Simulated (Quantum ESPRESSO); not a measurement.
# Grüneisen parameters and expansion of Al (Fm-3m), part 2 of 7

Aim: how the vibrations of Al shift with volume, and the expansion that follows.

What experiment has found for this phase:
- volume expansion coefficient 69 1e-6/K and heat capacity C_P per formula unit 24.2 J/mol/K near room temperature (given in “High-Throughput Prediction of Finite-Temperature Properties using the Quasi-Harmonic Approximation”, 2016, arXiv:1603.06924)

Quantum ESPRESSO 7.5; DFT PBE+D3(BJ), scalar-relativistic, plane waves, GBRV ultrasoft pseudopotentials.

So far. Step 2 (A first coarse run): The start is under -3.8 GPa at this level and looks like a metal on this mesh.

### 3. Relaxation

The vibrations must be taken about the equilibrium of this functional, not about the starting cell, so the structure is relaxed.

relax.in

```
&CONTROL
  calculation   = 'vc-relax'
  prefix        = 'x'
  outdir        = './tmp'
  pseudo_dir    = './pseudo'
  tprnfor       = .true.
  tstress       = .true.
  forc_conv_thr = 2.0d-05
  etot_conv_thr = 1.0d-07
  nstep         = 40
/
&SYSTEM
  ibrav           = 0
  nat             = 1
  ntyp            = 1
  ecutwfc         = 40.0
  ecutrho         = 240.0
  occupations     = 'smearing'
  smearing        = 'mv'
  degauss         = 0.02
  vdw_corr        = 'grimme-d3'
  dftd3_version   = 4
  dftd3_threebody = .false.
/
&ELECTRONS
  conv_thr         = 1.0d-11
  mixing_beta      = 0.7
  electron_maxstep = 100
/
&IONS
/
&CELL
  press_conv_thr = 0.1
/
ATOMIC_SPECIES
 Al     26.9815  Al.upf
CELL_PARAMETERS angstrom
     0.000000000    2.024805000    2.024805000
     2.024805000    0.000000000    2.024805000
     2.024805000    2.024805000    0.000000000
ATOMIC_POSITIONS crystal
 Al     0.000000000   0.000000000   0.000000000
K_POINTS automatic
 16 16 16 0 0 0
```

Command:

```bash
OMP_NUM_THREADS=1 mpirun -n 8 pw.x -nk 8 -in relax.in > relax.out
```

What it wrote:

```text
[banner, memory and clock lines left out]
Program PWSCF v.7.5

     Message from routine setup:
     using ibrav=0 with symmetry is DISCOURAGED, use correct ibrav instead

     G-vector sticks info

     bravais-lattice index     =            0
     lattice parameter (alat)  =       5.4112  a.u.
     unit-cell volume          =     112.0408 (a.u.)^3
     number of atoms/cell      =            1
     number of atomic types    =            1
     number of electrons       =         3.00
     number of Kohn-Sham states=            6
     kinetic-energy cutoff     =      40.0000  Ry
     charge density cutoff     =     240.0000  Ry
     scf convergence threshold =      1.0E-11
     mixing beta               =       0.7000
     number of iterations used =            8  plain     mixing
     energy convergence thresh.=      1.0E-07
     force convergence thresh. =      2.0E-05
     press convergence thresh. =      1.0E-01
     Exchange-correlation= SLA  PW   PBE  PBE
                           (   1   4   3   4   0   0   0)
     nstep                     =           40

     celldm(1)=   5.411243  celldm(2)=   0.000000  celldm(3)=   0.000000
     celldm(4)=   0.000000  celldm(5)=   0.000000  celldm(6)=   0.000000

     crystal axes: (cart. coord. in units of alat)
               a(1) = (   0.000000   0.707107   0.707107 )
               a(2) = (   0.707107   0.000000   0.707107 )
               a(3) = (   0.707107   0.707107   0.000000 )

     reciprocal axes: (cart. coord. in units 2 pi/alat)
               b(1) = ( -0.707107  0.707107  0.707107 )
               b(2) = (  0.707107 -0.707107  0.707107 )
               b(3) = (  0.707107  0.707107 -0.707107 )

     PseudoPot. # 1 for Al read from file:
     ./pseudo/Al.upf
     Pseudo is Ultrasoft + core correction, Zval =  3.0
     Using radial grid of  893 points,  3 beta functions with:
                l(1) =   0
                l(2) =   1
                l(3) =   2
     Q(r) pseudized with  8 coefficients,  rinner =    0.900   0.900   0.900
                                                       0.900   0.900

     atomic species   valence    mass     pseudopotential
     Al                3.00    26.98150     Al( 1.00)

     48 Sym. Ops., with inversion, found

   Cartesian axes

     site n.     atom                  positions (alat units)
         1        Al     tau(   1) = (   0.0000000   0.0000000   0.0000000  )

     DFT-D3 Dispersion Correction (no 3-body):
       Reference C6 values for interpolation:

         atom   Coordination number   C6
         Al         0.000          1081.08
         Al         0.965           875.51
         Al         1.931           513.50
         Al         2.915           307.19

       Values used:

         atom   Coordination number  R0_AB[au]  C6      C8
         Al         8.541            3.789    307.19  29441.29

         Molecular C6 ( Ry / a.u.^6 ) =       307.19

     number of k points=   145  Marzari-Vanderbilt smearing, width (Ry)=  0.0200

     Number of k-points >= 100: set verbosity='high' to print them.

     Dense  grid:     7119 G-vectors     FFT dimensions: (  27,  27,  27)

     Smooth grid:     3839 G-vectors     FFT dimensions: (  24,  24,  24)

     Initial potential from superposition of free atoms

     starting charge       2.9975, renormalised to       3.0000
     Starting wfcs are    4 randomized atomic wfcs +    2 random wfcs

     per-process dynamical memory:    15.1 Mb

     Self-consistent Calculation

     iteration #  1     ecut=    40.00 Ry     beta= 0.70
     Davidson diagonalization with overlap
     ethr =  1.00E-02,  avg # of iterations =  5.5

     Threshold (ethr) on eigenvalues was too large:
     Diagonalizing with lowered threshold

     Davidson diagonalization with overlap
     ethr =  2.05E-04,  avg # of iterations =  2.0

     total energy              =      -6.73257671 Ry
     estimated scf accuracy    <       0.00615812 Ry

     iteration #  2     ecut=    40.00 Ry     beta= 0.70
     Davidson diagonalization with overlap
     ethr =  2.05E-04,  avg # of iterations =  1.0

     total energy              =      -6.73260447 Ry
     estimated scf accuracy    <       0.00036978 Ry

     iteration #  3     ecut=    40.00 Ry     beta= 0.70
     Davidson diagonalization with overlap
     ethr =  1.23E-05,  avg # of iterations =  2.2

     total energy              =      -6.73261758 Ry
     estimated scf accuracy    <       0.00000117 Ry

     iteration #  4     ecut=    40.00 Ry     beta= 0.70
     Davidson diagonalization with overlap
     ethr =  3.90E-08,  avg # of iterations =  2.4

     total energy              =      -6.73261788 Ry
     estimated scf accuracy    <          6.7E-09 Ry

     iteration #  5     ecut=    40.00 Ry     beta= 0.70
     Davidson diagonalization with overlap
     ethr =  2.23E-10,  avg # of iterations =  2.0

     total energy              =      -6.73261789 Ry
     estimated scf accuracy    <          3.4E-10 Ry

     iteration #  6     ecut=    40.00 Ry     beta= 0.70
     Davidson diagonalization with overlap
     ethr =  1.13E-11,  avg # of iterations =  1.1

     End of self-consistent calculation

     Number of k-points >= 100: set verbosity='high' to print the bands.

     the Fermi energy is     7.8800 ev

!    total energy              =      -6.73261789 Ry
     estimated scf accuracy    <          2.7E-12 Ry
     smearing contrib. (-TS)   =       0.00000103 Ry
     internal energy E=F+TS    =      -6.73261892 Ry

     The total energy is F=E-TS. E is the sum of the following terms:
     one-electron contribution =       2.96575884 Ry
     hartree contribution      =       0.00823928 Ry
     xc contribution           =      -4.28997191 Ry
     ewald contribution        =      -5.39208485 Ry
     DFT-D3 Dispersion         =      -0.02456028 Ry

     convergence has been achieved in   6 iterations

     Forces acting on atoms (cartesian axes, Ry/au):

     atom    1 type  1   force =     0.00000000    0.00000000    0.00000000

     Total force =     0.000000     Total SCF correction =     0.000000

     Computing stress (Cartesian axis) and pressure

          total   stress  (Ry/bohr**3)                   (kbar)     P=      -38.60
  -0.00026241   0.00000000   0.00000000          -38.60        0.00        0.00
   0.00000000  -0.00026241  -0.00000000            0.00      -38.60       -0.00
   0.00000000  -0.00000000  -0.00026241            0.00       -0.00      -38.60

     BFGS Geometry Optimization
     Energy error            =      5.8E-04 Ry
     Gradient error          =      0.0E+00 Ry/Bohr
[...]
Total force =     0.000000     Total SCF correction =     0.000000

     Computing stress (Cartesian axis) and pressure

          total   stress  (Ry/bohr**3)                   (kbar)     P=        0.02
   0.00000016   0.00000000   0.00000000            0.02        0.00        0.00
   0.00000000   0.00000016   0.00000000            0.00        0.02        0.00
   0.00000000   0.00000000   0.00000016            0.00        0.00        0.02

     Energy error            =      7.2E-08 Ry
     Gradient error          =      0.0E+00 Ry/Bohr
     Cell gradient error     =      2.3E-02 kbar

     bfgs converged in   4 scf cycles and   3 bfgs steps
     (criteria: energy <  1.0E-07 Ry, force <  2.0E-05 Ry/Bohr, cell <  1.0E-01 kbar)

     End of BFGS Geometry Optimization

     Final enthalpy           =      -6.7333709249 Ry

     File ./tmp/x.bfgs deleted, as requested
Begin final coordinates
     new unit-cell volume =    106.56422 a.u.^3 (    15.79119 Ang^3 )
     density =      2.83727 g/cm^3

CELL_PARAMETERS (angstrom)
   0.000000000   1.991261401   1.991261401
   1.991261401   0.000000000   1.991261401
   1.991261401   1.991261401   0.000000000

ATOMIC_POSITIONS (crystal)
Al               0.0000000000        0.0000000000        0.0000000000
End final coordinates

     Writing config-only to output data dir ./tmp/x.save/ :
     XML data file

     Final scf calculation at the relaxed structure.
     The G-vectors are recalculated for the final unit cell
     Results may differ from those at the preceding step.

     G-vector sticks info

     bravais-lattice index     =            0
     lattice parameter (alat)  =       5.4112  a.u.
     unit-cell volume          =     106.5642 (a.u.)^3
     number of atoms/cell      =            1
     number of atomic types    =            1
     number of electrons       =         3.00
     number of Kohn-Sham states=            6
     kinetic-energy cutoff     =      40.0000  Ry
     charge density cutoff     =     240.0000  Ry
     scf convergence threshold =      1.0E-13
     mixing beta               =       0.7000
     number of iterations used =            8  plain     mixing
     press convergence thresh. =      1.0E-01
     Exchange-correlation= SLA  PW   PBE  PBE
                           (   1   4   3   4   0   0   0)

     celldm(1)=   5.411243  celldm(2)=   0.000000  celldm(3)=   0.000000
     celldm(4)=   0.000000  celldm(5)=   0.000000  celldm(6)=   0.000000

     crystal axes: (cart. coord. in units of alat)
               a(1) = (   0.000000   0.695393   0.695393 )
               a(2) = (   0.695393   0.000000   0.695393 )
               a(3) = (   0.695393   0.695393   0.000000 )

     reciprocal axes: (cart. coord. in units 2 pi/alat)
               b(1) = ( -0.719018  0.719018  0.719018 )
               b(2) = (  0.719018 -0.719018  0.719018 )
               b(3) = (  0.719018  0.719018 -0.719018 )

     PseudoPot. # 1 for Al read from file:
     ./pseudo/Al.upf
     Pseudo is Ultrasoft + core correction, Zval =  3.0
     Using radial grid of  893 points,  3 beta functions with:
                l(1) =   0
                l(2) =   1
                l(3) =   2
     Q(r) pseudized with  8 coefficients,  rinner =    0.900   0.900   0.900
                                                       0.900   0.900

     atomic species   valence    mass     pseudopotential
     Al                3.00    26.98150     Al( 1.00)

     48 Sym. Ops., with inversion, found

   Cartesian axes

     site n.     atom                  positions (alat units)
         1        Al     tau(   1) = (   0.0000000   0.0000000   0.0000000  )

     DFT-D3 Dispersion Correction (no 3-body):
       Reference C6 values for interpolation:

         atom   Coordination number   C6
         Al         0.000          1081.08
         Al         0.965           875.51
         Al         1.931           513.50
         Al         2.915           307.19

       Values used:

         atom   Coordination number  R0_AB[au]  C6      C8
         Al         9.249            3.789    307.19  29441.29

         Molecular C6 ( Ry / a.u.^6 ) =       307.19

     number of k points=   145  Marzari-Vanderbilt smearing, width (Ry)=  0.0200

     Number of k-points >= 100: set verbosity='high' to print them.

     Dense  grid:     6735 G-vectors     FFT dimensions: (  27,  27,  27)

     Smooth grid:     3695 G-vectors     FFT dimensions: (  24,  24,  24)

     Initial potential from superposition of free atoms

     starting charge       2.9975, renormalised to       3.0000
     Starting wfcs are    4 randomized atomic wfcs +    2 random wfcs

     per-process dynamical memory:    15.2 Mb

     Self-consistent Calculation

     iteration #  1     ecut=    40.00 Ry     beta= 0.70
     Davidson diagonalization with overlap
     c_bands:  1 eigenvalues not converged
     c_bands:  1 eigenvalues not converged
     c_bands:  1 eigenvalues not converged
     c_bands:  1 eigenvalues not converged
     c_bands:  1 eigenvalues not converged
     c_bands:  1 eigenvalues not converged
     ethr =  1.00E-06,  avg # of iterations = 13.9

     total energy              =      -6.73334665 Ry
     estimated scf accuracy    <       0.00613358 Ry

     iteration #  2     ecut=    40.00 Ry     beta= 0.70
     Davidson diagonalization with overlap
     ethr =  2.04E-04,  avg # of iterations =  1.0

     total energy              =      -6.73335742 Ry
     estimated scf accuracy    <       0.00038019 Ry

     iteration #  3     ecut=    40.00 Ry     beta= 0.70
     Davidson diagonalization with overlap
     ethr =  1.27E-05,  avg # of iterations =  1.0

     total energy              =      -6.73337017 Ry
     estimated scf accuracy    <       0.00000116 Ry

     iteration #  4     ecut=    40.00 Ry     beta= 0.70
     Davidson diagonalization with overlap
     ethr =  3.86E-08,  avg # of iterations =  2.1

     total energy              =      -6.73337045 Ry
     estimated scf accuracy    <          6.7E-09 Ry

     iteration #  5     ecut=    40.00 Ry     beta= 0.70
     Davidson diagonalization with overlap
     ethr =  2.22E-10,  avg # of iterations =  1.9

     total energy              =      -6.73337045 Ry
     estimated scf accuracy    <          3.0E-10 Ry

     iteration #  6     ecut=    40.00 Ry     beta= 0.70
     Davidson diagonalization with overlap
     ethr =  9.96E-12,  avg # of iterations =  1.1

     total energy              =      -6.73337045 Ry
     estimated scf accuracy    <          4.0E-12 Ry

     iteration #  7     ecut=    40.00 Ry     beta= 0.70
     Davidson diagonalization with overlap
     ethr =  1.32E-13,  avg # of iterations =  1.7

     End of self-consistent calculation

     Number of k-points >= 100: set verbosity='high' to print the bands.

     the Fermi energy is     8.4088 ev

!    total energy              =      -6.73337045 Ry
     estimated scf accuracy    <          3.6E-14 Ry
     smearing contrib. (-TS)   =      -0.00000772 Ry
     internal energy E=F+TS    =      -6.73336273 Ry

     The total energy is F=E-TS. E is the sum of the following terms:
     one-electron contribution =       3.08430144 Ry
     hartree contribution      =       0.00869396 Ry
     xc contribution           =      -4.31756691 Ry
     ewald contribution        =      -5.48291669 Ry
     DFT-D3 Dispersion         =      -0.02587453 Ry

     convergence has been achieved in   7 iterations

     Forces acting on atoms (cartesian axes, Ry/au):

     atom    1 type  1   force =     0.00000000    0.00000000    0.00000000

     Total force =     0.000000     Total SCF correction =     0.000000

     Computing stress (Cartesian axis) and pressure

          total   stress  (Ry/bohr**3)                   (kbar)     P=        0.04
   0.00000026   0.00000000  -0.00000000            0.04        0.00       -0.00
  -0.00000000   0.00000026   0.00000000           -0.00        0.04        0.00
  -0.00000000   0.00000000   0.00000026           -0.00        0.00        0.04

     XML data file, charge density, pseudopotentials, collected wavefunctions
```

It took 4.3 s on 8 MPI ranks of Intel Xeon Platinum 8488C (Sapphire Rapids), shared host; 32 s of CPU time.

The steps of the relaxation:

```
step  energy less that of the first step (eV)  largest force (eV/Å)  volume (Å³)
   1                                   0.0000                0.0000        16.60
   2                                  -0.0064                0.0000        16.28
   3                                  -0.0102                0.0000        15.80
   4                                  -0.0102                0.0000        15.79
   5                                  -0.0102                0.0000        15.79
```

```
conventional cell, symmetrised  before  after  change
                         a (Å)   4.050  3.983  -1.7 %
                         b (Å)   4.050  3.983  -1.7 %
                         c (Å)   4.050  3.983  -1.7 %
              volume (Å³/atom)   16.60  15.79  -4.9 %
```

The relaxed structure:

```cif
data_structure
_symmetry_space_group_name_H-M 'P 1'
_symmetry_Int_Tables_number 1
_cell_length_a 2.8161
_cell_length_b 2.8161
_cell_length_c 2.8161
_cell_angle_alpha 60.000
_cell_angle_beta 60.000
_cell_angle_gamma 60.000
_cell_volume 15.79
loop_
_atom_site_label
_atom_site_type_symbol
_atom_site_fract_x
_atom_site_fract_y
_atom_site_fract_z
_atom_site_occupancy
Al1 Al 0.00000 0.00000 0.00000 1
```

This step gave:

| Item | Value |
| --- | --- |
| volume per atom | 15.79 Å³ |
| pressure | 0.004 GPa |

After the last step pw.x solved the final cell once more on a basis chosen for it, which moves the energy without moving the atoms.

(Continued in part 3 of 7.)

[Logs are printed without paths, hosts, clocks, repeated set-up lines and the standing remarks that a program may print on its own settings, such as how far it seeks lower states.]

[Hosts, paths, dates, database ids (printed as entryN), source tags and the programs' standing remarks are cut or masked in the printed files.]

[A step with changed settings may run another functional than the one named; its input shows which.]

[Of the runs on displaced cells, only some may be shown.]
